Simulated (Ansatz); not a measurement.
# A hypothetical structure for BaCr2H2

This structure for BaCr2H2 is made up. Its elements were placed in a known structure type with a cell scaled to their sizes. What cell does the guess relax to, and how far off was it?

Program: Ansatz 0.2.0. Level of theory: DFT, PBE, plane-wave PAW, files of the set soft_1, scalar-relativistic, ferromagnetic start, cell and ions relaxed at zero pressure; PAW set soft_1, in the first sound run; inputs show where later runs differ. Results are calculated unless marked as measured.

## (1) Starting point

The structure is trigonal, space group P-3m1 (No. 164). Conventional cell: a = 4.371 Å, b = 4.371 Å, c = 4.768 Å, α = 90.00°, β = 90.00°, γ = 120.00°. Nearest to Ba lie 6 H at 2.59 Å. Nearest to Cr lie 1 H at 1.65 Å. Nearest to H lie 1 Cr at 1.65 Å and 3 Ba at 2.59 Å. Farther neighbours are not listed.

## (2) Relaxing cell and atoms

The guessed cell has no reason to be at equilibrium. It is relaxed with the atoms, within the space group of the guess.

Contents of input.yaml:

```yaml
crystal:
  lattice:
    - [4.371, 0.0, 0.0]
    - [-2.1855, 3.78539704, 0.0]
    - [0.0, 0.0, 4.768]
  atoms:
    - { symbol: Ba, position: [0.0, 0.0, 0.0] }
    - { symbol: Cr, position: [0.666666667, 0.333333333, 0.5325], spin: 3.0 }
    - { symbol: Cr, position: [0.333333333, 0.666666667, 0.4675], spin: 3.0 }
    - { symbol: H, position: [0.666666667, 0.333333333, 0.8784] }
    - { symbol: H, position: [0.333333333, 0.666666667, 0.1216] }
magnetization:
  spin_polarized: true
kpoints:
  mp_grid: { grid: [7, 7, 6] }
scf:
  occupations: { method: fermi_dirac, width: 0.05 }
hamiltonian:
  xc: pbe
  pseudopotentials: { kind: paw, azcp: { folder: soft_1 } }
relax:
  f_tol: 0.015
  max_steps: 70
  cell: {}
output:
  forces: true
  stress: true
```

Command:

```sh
$ ansatz run input.yaml --threads 4 --pin off --max-ram 8192MiB --backend cpu --events-out ev --progress --plain --runs-dir out
```

Numbers of over 12 decimals in the logs are rounded to 6 here.

The program printed:

```text
Engine: ansatz 0.2.0, aarch64-unknown-linux-gnu
Pseudopotentials: kind: paw
Pseudopotential: Ba, paw, valence charge 10, recommended cutoff 420 eV (normal), soft_1/Ba.paw.azcp
Pseudopotential: Cr, paw, valence charge 14, recommended cutoff 420 eV (normal), soft_1/Cr.paw.azcp
Pseudopotential: H, paw, valence charge 1, recommended cutoff 420 eV (normal), soft_1/H.paw.azcp
Functional definition: PBE
  parameter kappa = 0.804
  parameter beta = 0.066725
  exchange = pbe_x(kappa = kappa, mu = beta*pi^2/3)
  correlation = pbe_c(beta = beta)
Crystal: 5 atoms, lattice volume = 78.891 Å³
Basis set: ecut = 420 eV, 1557 PW (Γ), exchange–correlation on 60×60×64 points (8 copies of the dense FFT grid, shifted against one another)
Bands: 28, of which v1, the nominal top of the filled ones, is band 20 counted from 1 (19 counted from 0)
Symmetry: 12 space group operations
Space group: P-3m1 (ITA 164), of the structure as read, at distance tolerance 4.3e-5 Å
Magnetic group: BNS 164.85 (UNI 1315), of the structure as read, at distance tolerance 4.3e-5 Å
k-points: 40 of 294
Non-local potential: Ba, projectors of the file, l = 0: 3, l = 1: 2, l = 2: 2, l = 3: 2
Non-local potential: Cr, projectors of the file, l = 0: 3, l = 1: 2, l = 2: 3, l = 3: 1
Non-local potential: H, projectors of the file, l = 0: 2, l = 1: 1
PAW form: soft (Blöchl's): semilocal exchange-correlation on the pseudo side does not see the compensation charge
PAW one-centre angular grid: Ba, 194 points (default); XC on 64 Gauss nodes
PAW one-centre angular grid: Cr, 590 points (default); XC on 64 Gauss nodes
PAW one-centre angular grid: H, 110 points (default); XC on 64 Gauss nodes
Initial density: superposition of atomic densities (chi_scale 0.1, normalization cell, long waves kept (reshape's long-wave potential 0.02 eV rms))
Starting moments: Σ|m| = 6 μB on 2 of 5 sites
Initial wavefunctions: pseudopotential atomic-orbital guess
Functional: x = pbe(κ = 0.804, μ = 0.219515), c = pbe(β = 0.066725)
SCF iter   1: F=—  HF=-12736.356018 eV  |F-HF|=—  |Δ(HF+E_count)|=         —  Δρ=1.34e-1 (↑1.34e-1 ↓6.45e-2)  dr2=4.07e1  dr2_m=1.04e0  M=5.140 μB ∫|m|=5.215 μB  β_m=0.30  ethr=3.10e-3  ⟨swp⟩=9.0  Hψ=12292  notcnv=0
Mixer restart at iter 1: flushing history
preconditioner: auto → Kerker (q_TF=auto, 2.436 Å⁻¹)  [metal: Δε(μ)=0.004 eV  Ē_g=7.901 eV  σ=0.050 eV  W_gap=0.02  n_scr=20 (ndim 8)  ℏωp=19.6 eV  f_vac=0.000  D(μ)=6.50/eV (n_scr^D=70)]
spin=Collinear: Kerker preconditioning applied to the charge; magnetization (m = ρ↑ − ρ↓) channel mixes plain (no charge-response kernel on spin).
SCF iter   2: F=—  HF=-12734.802463 eV  |F-HF|=—  |Δ(HF+E_count)|=    1.55e0  Δρ=4.43e-2 (↑4.43e-2 ↓3.16e-2)  dr2=7.87e0  dr2_m=7.86e-2  M=5.162 μB ∫|m|=5.316 μB  β_m=0.38  ethr=3.10e-3  ⟨swp⟩=4.0  Hψ=6236  notcnv=0  defer=58
SCF iter   3: F=—  HF=-12733.508043 eV  |F-HF|=—  |Δ(HF+E_count)|=    1.29e0  Δρ=1.60e-2 (↑1.60e-2 ↓1.36e-2)  dr2=9.48e-1  dr2_m=1.78e-2  M=5.108 μB ∫|m|=5.298 μB  β_m=0.65  ethr=3.10e-3  ⟨swp⟩=3.6  Hψ=4686  notcnv=0  defer=52
SCF iter   4: F=—  HF=-12733.421207 eV  |F-HF|=—  |Δ(HF+E_count)|=   8.68e-2  Δρ=8.55e-3 (↑4.14e-3 ↓8.55e-3)  dr2=6.17e-2  dr2_m=2.06e-2  M=4.751 μB ∫|m|=4.984 μB  β_m=0.83  ethr=2.37e-3  ⟨swp⟩=3.7  Hψ=4636  notcnv=0  defer=44
SCF iter   5: F=—  HF=-12734.788358 eV  |F-HF|=—  |Δ(HF+E_count)|=         —  Δρ=7.51e-2 (↑7.51e-2 ↓6.95e-2)  dr2=7.50e-2  dr2_m=3.75e0  M=1.607 μB ∫|m|=1.789 μB  β_m=1.00  ethr=1.54e-4  ⟨swp⟩=2.7  Hψ=3772  notcnv=0  defer=44
Mixer restart at iter 5: flushing history
SCF iter   6: F=—  HF=-12734.021990 eV  |F-HF|=—  |Δ(HF+E_count)|=   7.66e-1  Δρ=2.27e-2 (↑1.24e-2 ↓2.27e-2)  dr2=1.26e-1  dr2_m=2.18e-1  M=0.883 μB ∫|m|=0.976 μB  β_m=0.83  ethr=1.25e-4  ⟨swp⟩=3.5  Hψ=5124  notcnv=0  defer=44
SCF iter   7: F=—  HF=-12734.057365 eV  |F-HF|=—  |Δ(HF+E_count)|=   3.54e-2  Δρ=1.54e-2 (↑1.54e-2 ↓7.18e-3)  dr2=5.68e-2  dr2_m=8.45e-2  M=0.563 μB ∫|m|=0.621 μB  β_m=0.91  ethr=1.25e-4  ⟨swp⟩=3.5  Hψ=5717  notcnv=0  defer=43
SCF iter   8: F=—  HF=-12734.057324 eV  |F-HF|=—  |Δ(HF+E_count)|=   4.14e-5  Δρ=1.07e-2 (↑2.59e-3 ↓1.07e-2)  dr2=1.03e-1  dr2_m=1.75e-2  M=0.397 μB ∫|m|=0.435 μB  β_m=0.91  ethr=1.25e-4  ⟨swp⟩=3.1  Hψ=4967  notcnv=0  defer=43
SCF iter   9: F=—  HF=-12734.042091 eV  |F-HF|=—  |Δ(HF+E_count)|=   1.52e-2  Δρ=1.09e-3 (↑1.09e-3 ↓7.86e-4)  dr2=1.58e-3  dr2_m=4.03e-4  M=0.169 μB ∫|m|=0.192 μB  β_m=0.95  ethr=1.25e-4  ⟨swp⟩=3.0  Hψ=4982  notcnv=0  defer=38
SCF iter  10: F=—  HF=-12734.043073 eV  |F-HF|=—  |Δ(HF+E_count)|=   9.82e-4  Δρ=7.86e-4 (↑7.86e-4 ↓6.30e-4)  dr2=1.09e-4  dr2_m=3.56e-4  M=0.129 μB ∫|m|=0.143 μB  β_m=0.98  ethr=3.95e-6  ⟨swp⟩=2.4  Hψ=3590  notcnv=0  defer=38
SCF iter  11: F=—  HF=-12734.043439 eV  |F-HF|=—  |Δ(HF+E_count)|=   3.66e-4  Δρ=4.27e-4 (↑2.48e-4 ↓4.27e-4)  dr2=1.25e-4  dr2_m=5.87e-5  M=0.065 μB ∫|m|=0.073 μB  β_m=0.99  ethr=2.72e-7  ⟨swp⟩=2.4  Hψ=3980  notcnv=0  defer=38
SCF iter  12: F=—  HF=-12734.043565 eV  |F-HF|=—  |Δ(HF+E_count)|=   1.26e-4  Δρ=1.34e-4 (↑1.17e-4 ↓1.34e-4)  dr2=1.31e-5  dr2_m=1.01e-5  M=0.029 μB ∫|m|=0.033 μB  β_m=0.99  ethr=2.72e-7  ⟨swp⟩=2.0  Hψ=3888  notcnv=0  defer=38
SCF iter  13: F=—  HF=-12734.043816 eV  |F-HF|=—  |Δ(HF+E_count)|=   2.51e-4  Δρ=8.26e-5 (↑8.26e-5 ↓5.75e-5)  dr2=1.48e-5  dr2_m=7.40e-7  M=0.007 μB ∫|m|=0.008 μB  β_m=1.00  ethr=3.26e-8  ⟨swp⟩=2.2  Hψ=3966  notcnv=0  defer=38
SCF iter  14: F=—  HF=-12734.043818 eV  |F-HF|=—  |Δ(HF+E_count)|=   2.11e-6  Δρ=2.17e-5 (↑2.07e-5 ↓2.17e-5)  dr2=1.63e-6  dr2_m=1.02e-7  M=0.003 μB ∫|m|=0.003 μB  β_m=1.00  ethr=3.26e-8  ⟨swp⟩=2.5  Hψ=3471  notcnv=0  defer=38
SCF iter  15: F=—  HF=-12734.043818 eV  |F-HF|=—  |Δ(HF+E_count)|=   2.03e-8  Δρ=5.34e-6 (↑5.05e-6 ↓5.34e-6)  dr2=9.02e-8  dr2_m=4.87e-9  M=-0.001 μB ∫|m|=0.001 μB  β_m=1.00  ethr=4.08e-9  ⟨swp⟩=2.0  Hψ=3876  notcnv=0  defer=38
SCF iter  16: F=—  HF=-12734.043818 eV  |F-HF|=—  |Δ(HF+E_count)|=   2.71e-8  Δρ=1.26e-6 (↑1.26e-6 ↓1.03e-6)  dr2=3.11e-9  dr2_m=2.94e-10  M=-0.000 μB ∫|m|=0.000 μB  β_m=1.00  ethr=2.26e-10  ⟨swp⟩=2.0  Hψ=3695  notcnv=0  defer=38
SCF iter  17: F=-12734.043818 eV  HF=-12734.043818 eV  |F-HF|=3.64e-12  |Δ(HF+E_count)|=   1.33e-9  Δρ=2.56e-7 (↑2.56e-7 ↓2.54e-7)  dr2=2.24e-10  dr2_m=8.05e-12  M=-0.000 μB ∫|m|=0.000 μB  ethr=7.78e-12  ⟨swp⟩=1.0  Hψ=6684  notcnv=0
[...]
relax step   9: F+E_penalty+E_count = -12735.04330968 eV  Δ(F+E_penalty+E_count) = -2.854e-2 eV  max|allowed force component| = 2.796e-2 eV/Å  Δτ_max = 0.0000 Å  P = +0.600 GPa  Ω = 75.744 Å³  stress off target by 1.71e0 GPa  SCF on the basis re-selected at this cell (its energy is not comparable with the rows above)  (12 SCF iters)
relax step  10: F+E_penalty+E_count = -12735.04956989 eV  Δ(F+E_penalty+E_count) = -6.260e-3 eV  max|allowed force component| = 2.175e-2 eV/Å  Δτ_max = 0.0072 Å  P = +0.068 GPa  Ω = 76.449 Å³  energy of the carried Pulay correction = -2.914e-4 eV  (9 SCF iters, dr2 threshold 5.00e-7 eV, accepted)
relax step  11: F+E_penalty+E_count = -12735.04982953 eV  Δ(F+E_penalty+E_count) = -2.596e-4 eV  max|allowed force component| = 1.616e-2 eV/Å  Δτ_max = 0.0034 Å  P = -0.131 GPa  Ω = 76.718 Å³  energy of the carried Pulay correction = -3.981e-4 eV  (9 SCF iters, dr2 threshold 4.90e-7 eV, accepted)
relax step  12: F+E_penalty+E_count = -12735.05003837 eV  Δ(F+E_penalty+E_count) = -2.088e-4 eV  max|allowed force component| = 1.026e-2 eV/Å  Δτ_max = 0.0019 Å  P = +0.038 GPa  Ω = 76.492 Å³  energy of the carried Pulay correction = -2.982e-4 eV  (9 SCF iters, dr2 threshold 5.77e-8 eV, accepted)
relax step  13: F+E_penalty+E_count = -12735.05002953 eV  Δ(F+E_penalty+E_count) = +8.845e-6 eV  max|allowed force component| = 9.743e-4 eV/Å  Δτ_max = 0.0003 Å  P = +0.001 GPa  Ω = 76.542 Å³  energy of the carried Pulay correction = -3.215e-4 eV  (9 SCF iters, dr2 threshold 1.01e-8 eV, accepted)
iter 1 solved again at ethr=9.48e-7 eV; its pass at ethr=3.10e-3 eV (dr2=3.79e-4 eV) is discarded
SCF iter   1: F=—  HF=-12735.049328 eV  |F-HF|=—  |Δ(HF+E_count)|=         —  Δρ=2.00e-4 (↑2.00e-4 ↓2.00e-4)  dr2=2.82e-6  dr2_m=3.16e-13  M=0.000 μB ∫|m|=0.000 μB  β_m=0.65  ethr=9.48e-7  ⟨swp⟩=3.1  Hψ=15990  notcnv=0
preconditioner: auto → none  [metal: Δε(μ)=0.035 eV  Ē_g=7.174 eV  σ=0.050 eV  W_gap=0.17  n_scr=8 (ndim 8)  ℏωp=19.9 eV  f_vac=0.000  D(μ)=1.97/eV (n_scr^D=22)]
SCF iter   2: F=—  HF=-12735.050302 eV  |F-HF|=—  |Δ(HF+E_count)|=   9.74e-4  Δρ=7.03e-5 (↑7.03e-5 ↓7.03e-5)  dr2=8.90e-7  dr2_m=1.52e-13  M=0.000 μB ∫|m|=0.000 μB  β_m=0.55  ethr=7.04e-9  ⟨swp⟩=2.0  Hψ=3156  notcnv=0
SCF iter   3: F=—  HF=-12735.050409 eV  |F-HF|=—  |Δ(HF+E_count)|=   1.07e-4  Δρ=3.37e-5 (↑3.37e-5 ↓3.37e-5)  dr2=4.53e-7  dr2_m=5.03e-14  M=0.000 μB ∫|m|=0.000 μB  β_m=0.48  ethr=2.22e-9  ⟨swp⟩=2.5  Hψ=3673  notcnv=0
SCF iter   4: F=—  HF=-12735.050438 eV  |F-HF|=—  |Δ(HF+E_count)|=   2.88e-5  Δρ=2.51e-6 (↑2.51e-6 ↓2.51e-6)  dr2=3.38e-9  dr2_m=8.91e-15  M=0.000 μB ∫|m|=0.000 μB  β_m=0.50  ethr=1.13e-9  ⟨swp⟩=2.0  Hψ=2892  notcnv=0
SCF iter   5: F=—  HF=-12735.050401 eV  |F-HF|=—  |Δ(HF+E_count)|=   3.68e-5  Δρ=4.80e-7 (↑4.80e-7 ↓4.80e-7)  dr2=6.31e-10  dr2_m=5.77e-15  M=0.000 μB ∫|m|=0.000 μB  β_m=0.48  ethr=8.45e-12  ⟨swp⟩=2.9  Hψ=4134  notcnv=0
SCF iter   6: F=—  HF=-12735.050401 eV  |F-HF|=—  |Δ(HF+E_count)|=   2.51e-9  Δρ=2.99e-7 (↑2.99e-7 ↓2.98e-7)  dr2=3.12e-10  dr2_m=2.46e-15  M=0.000 μB ∫|m|=0.000 μB  β_m=0.74  ethr=1.58e-12  ⟨swp⟩=2.0  Hψ=2854  notcnv=0
SCF iter   7: F=—  HF=-12735.050401 eV  |F-HF|=—  |Δ(HF+E_count)|=   1.68e-9  Δρ=9.46e-8 (↑9.46e-8 ↓9.46e-8)  dr2=4.24e-11  dr2_m=6.05e-17  M=0.000 μB ∫|m|=0.000 μB  β_m=0.70  ethr=1.00e-12  ⟨swp⟩=2.1  Hψ=3228  notcnv=0
SCF iter   8: F=—  HF=-12735.050401 eV  |F-HF|=—  |Δ(HF+E_count)|=  7.28e-11  Δρ=5.94e-8 (↑5.93e-8 ↓5.94e-8)  dr2=1.55e-11  dr2_m=3.04e-17  M=0.000 μB ∫|m|=0.000 μB  β_m=0.85  ethr=1.00e-12  ⟨swp⟩=1.0  Hψ=2240  notcnv=0
SCF iter   9: F=—  HF=-12735.050401 eV  |F-HF|=—  |Δ(HF+E_count)|=  5.46e-11  Δρ=2.71e-8 (↑2.70e-8 ↓2.71e-8)  dr2=4.94e-12  dr2_m=2.77e-18  M=-0.000 μB ∫|m|=0.000 μB  β_m=0.87  ethr=1.00e-12  ⟨swp⟩=1.0  Hψ=2240  notcnv=0
SCF iter  10: F=-12735.050401 eV  HF=-12735.050401 eV  |F-HF|=5.46e-12  |Δ(HF+E_count)|=  9.09e-12  Δρ=7.07e-9 (↑7.07e-9 ↓7.03e-9)  dr2=2.46e-13  dr2_m=6.68e-19  M=-0.000 μB ∫|m|=0.000 μB  ethr=1.00e-12  ⟨swp⟩=2.0  Hψ=5714  notcnv=0
the starting moments were not kept: the SCF closed with an absolute magnetisation of 1.4e-9 μB, where they sum to 6 μB in size (2 sites). That is at most 0.1 of that sum. Measured as dr2_m measures the in/out step, that magnetisation stands 5.0e-19 eV from none, at or under the dr2_threshold of 5.0e-11 eV: it is no larger than a step whose dr2_m would equal this threshold.
SCF 14 converged in 10 iterations: F = -12735.050401 eV  dr2 = 2.46e-13
relax step  14: F+E_penalty+E_count = -12735.05040083 eV  Δ(F+E_penalty+E_count) = -3.713e-4 eV  max|allowed force component| = 1.222e-3 eV/Å  Δτ_max = 0.0000 Å  P = +0.004 GPa  Ω = 76.542 Å³  stress off target by 1.05e-2 GPa  SCF on the basis re-selected at this cell (its energy is not comparable with the rows above)  (10 SCF iters)
basis re-selected at this cell: Δ(F+E_penalty+E_count) = -3.713e-4 eV, ΔP = +0.002 GPa vs the last step (what re-selecting the basis moved, of the pressure what is left beyond the Pulay correction that the steps carried, after the strain that the cell walked since its last selection, with what the two solves' SCF thresholds leave and, on support functions, any second-order correction that the steps lacked; it is no m [...]
SCF converged after 10 iterations
Magnetization: -0.0000 μB (20.0000 up, 20.0000 down)
Absolute magnetization: 0.0000 μB (∫|ρ↑−ρ↓|, with the PAW one-centre terms)
Spin contamination: 0.0000 ħ² per cell (⟨S²⟩ above its minimum at these occupations)
Per-site moments (μB) at R_I (Å): [(3.049671253907907e-11, 1.039579), (-3.330242916609165e-10, 0.674489), (-3.3302436194726943e-10, 0.674489), (3.369962080611551e-11, 0.674489), (3.3699529018408094e-11, 0.674489)]
Free energy (F): -12735.050401 eV
Harris-Foulkes:  -12735.050401 eV  (|F-HF|=5.46e-12)
Internal energy: -12735.034012 eV  (E = F + TS)
E sigma→0 (E₀):  -12735.042206 eV
Entropy (-TS):   -0.016389 eV (-3.278 meV/atom)
Fermi energy:    10.486602 eV
--- Per-component energies (eV) ---
  E_band       = -534.841200
  E_kinetic    = 799.593660
  E_local      = -4653.611761  (includes V_loc(G=0)·N_el)
  E_nonlocal   = 184.694987
  E_hartree    = 2086.893074
  E_xc         = -446.691811
  E_vxc        = -444.720221  (∫ρ·V_xc dr)
  E_paw        = -7640.292412  (= ΣΔE_a)
  E_vpaw       = -594.583555  (= ΣTr[D̂ρ^β])
  E_aug_tail   = -0.000419  (compensation charges beyond the density's cutoff)
  E_ewald      = -3065.619331
  E_smearing   = -0.016389  (= −TS)
  E_closure    = -0.000000  (closes the sum)
  Σ components = -12735.050401   (vs F -12735.050401, Δ=0.00e0)
--- Forces (eV/Å), atoms counted from 1 ---
  atom   1  Ba     0.00000000    -0.00000000     0.00000000
  atom   2  Cr     0.00000000    -0.00000000    -0.00122233
  atom   3  Cr     0.00000000     0.00000000     0.00122233
  atom   4  H     -0.00000000     0.00000000     0.00011804
  atom   5  H      0.00000000     0.00000000    -0.00011804
  max |Σ_I F_I| component: 1.49e-16 eV/Å
--- Stress (GPa, compression-positive) ---
        0.000407      -0.000000       0.000000
        0.000000       0.000407       0.000000
        0.000000       0.000000       0.010538
  P = ⅓ Tr σ = 0.0038 GPa (0.038 kbar)
--- Relaxed structure (12 steps of the walk, 12 accepted, 2 SCFs on fresh bases) ---
  F+E_penalty+E_count = -12735.05040083 eV   max|allowed force component| = 1.222e-3 eV/Å   (the final SCF, on the basis selected at the relaxed cell)
  cell:  # Å, volume = 76.5425 Å³
    - [3.878243, 0.0, 0]
    - [-1.939121, 3.358657, 0]
    - [0, 0, 5.876273]
  atoms:
    - { symbol: Ba, position: [0, 0, 0] }
    - { symbol: Cr, position: [0.666667, 0.333333, 0.524912] }
    - { symbol: Cr, position: [0.333333, 0.666667, 0.475088] }
    - { symbol: H, position: [0.666667, 0.333333, 0.803171] }
    - { symbol: H, position: [0.333333, 0.666667, 0.196829] }
```

It took 44 s on 4 threads of Arm Neoverse V2, shared host; peak memory 0.48 GiB; 2.7 min of CPU time.

Step by step:

| step | energy less that of the first step (eV) | largest force component (eV/Å) | pressure (GPa) | volume (Å³) |
| --- | --- | --- | --- | --- |
| 1 | 0.0000 | 0.5969 | -4.61 | 78.89 |
| 2 | -0.4991 | 0.3544 | -1.23 | 75.12 |
| 3 | -0.7424 | 0.2022 | 0.20 | 74.67 |
| 4 | -0.8916 | 0.1379 | 0.56 | 75.08 |
| 5 | -0.9656 | 0.0484 | 0.16 | 75.60 |
| 6 | -0.9697 | 0.1119 | 0.04 | 75.78 |
| 7 | -0.9708 | 0.0432 | -0.12 | 75.82 |
| 8 | -0.9710 | 0.0033 | 0.00 | 75.74 |
| 9* | -0.9995 | 0.0280 | 0.60 | 75.74 |
| 10 | -1.0058 | 0.0217 | 0.07 | 76.45 |
| 11 | -1.0060 | 0.0162 | -0.13 | 76.72 |
| 12 | -1.0062 | 0.0103 | 0.04 | 76.49 |
| 13 | -1.0062 | 0.0010 | 0.00 | 76.54 |
| 14* | -1.0066 | 0.0012 | 0.00 | 76.54 |

Relaxation steps marked * repeat the geometry before them on a plane-wave basis chosen anew for their cell, so energy and pressure can jump there.

The run keeps the 12 symmetry operations that it works with, so distortions that break them were not tested.

| cell as run | before | after | change |
| --- | --- | --- | --- |
| a (Å) | 4.371 | 3.878 | -11.3 % |
| b (Å) | 4.371 | 3.878 | -11.3 % |
| c (Å) | 4.768 | 5.876 | +23.2 % |
| volume (Å³/atom) | 15.78 | 15.31 | -3.0 % |

The atoms that moved most (Å, as changes of fractional coordinates times the final cell):

| atom | dx | dy | dz | length |
| --- | --- | --- | --- | --- |
| H5 | 0.000 | 0.000 | 0.442 | 0.442 |
| H4 | 0.000 | 0.000 | -0.442 | 0.442 |
| Cr2 | 0.000 | 0.000 | -0.045 | 0.045 |
| Cr3 | 0.000 | 0.000 | 0.045 | 0.045 |

The relaxed structure:

```xyz
5
Lattice="3.8782 0.0000 0.0000 -1.9391 3.3587 0.0000 0.0000 0.0000 5.8763" Properties=species:S:1:pos:R:3 pbc="T T T"
Ba    0.0000    0.0000    0.0000
Cr    1.9391    1.1196    3.0845
Cr    0.0000    2.2391    2.7917
H     1.9391    1.1196    4.7197
H     0.0000    2.2391    1.1566
```

Numbers from this step:

```yaml
free_energy: -12735.0504 eV
energy_at_zero_smearing: -12735.0422 eV
smearing_term_ts: 0.01639 eV
fermi_energy: 10.49 eV
electrons: 40
symmetry_operations: 12
pressure: 0.003784 GPa
```

Shortest distances by pair of elements, guess and relaxed (not always the same contact):

| pair | guess (Å) | relaxed (Å) |
| --- | --- | --- |
| Cr–H | 1.649 | 1.635 |
| Cr–Cr | 2.543 | 2.258 |
| Ba–H | 2.589 | 2.520 |
| H–H | 2.777 | 3.219 |
| Ba–Cr | 3.367 | 3.579 |

The relaxation ends with a largest force component of 0.0012 eV/Å and a pressure of 0.00 GPa. No moment survives the cycle: this start ends non-magnetic.

[end of part 1 of 2]

[Logs are printed without paths, hosts, clocks, repeated set-up lines and the standing remarks that a program may print on its own settings, such as how far it seeks lower states.]

[Hosts, paths, dates, database ids (printed as entryN), source tags and the programs' standing remarks are cut or masked in the printed files.]
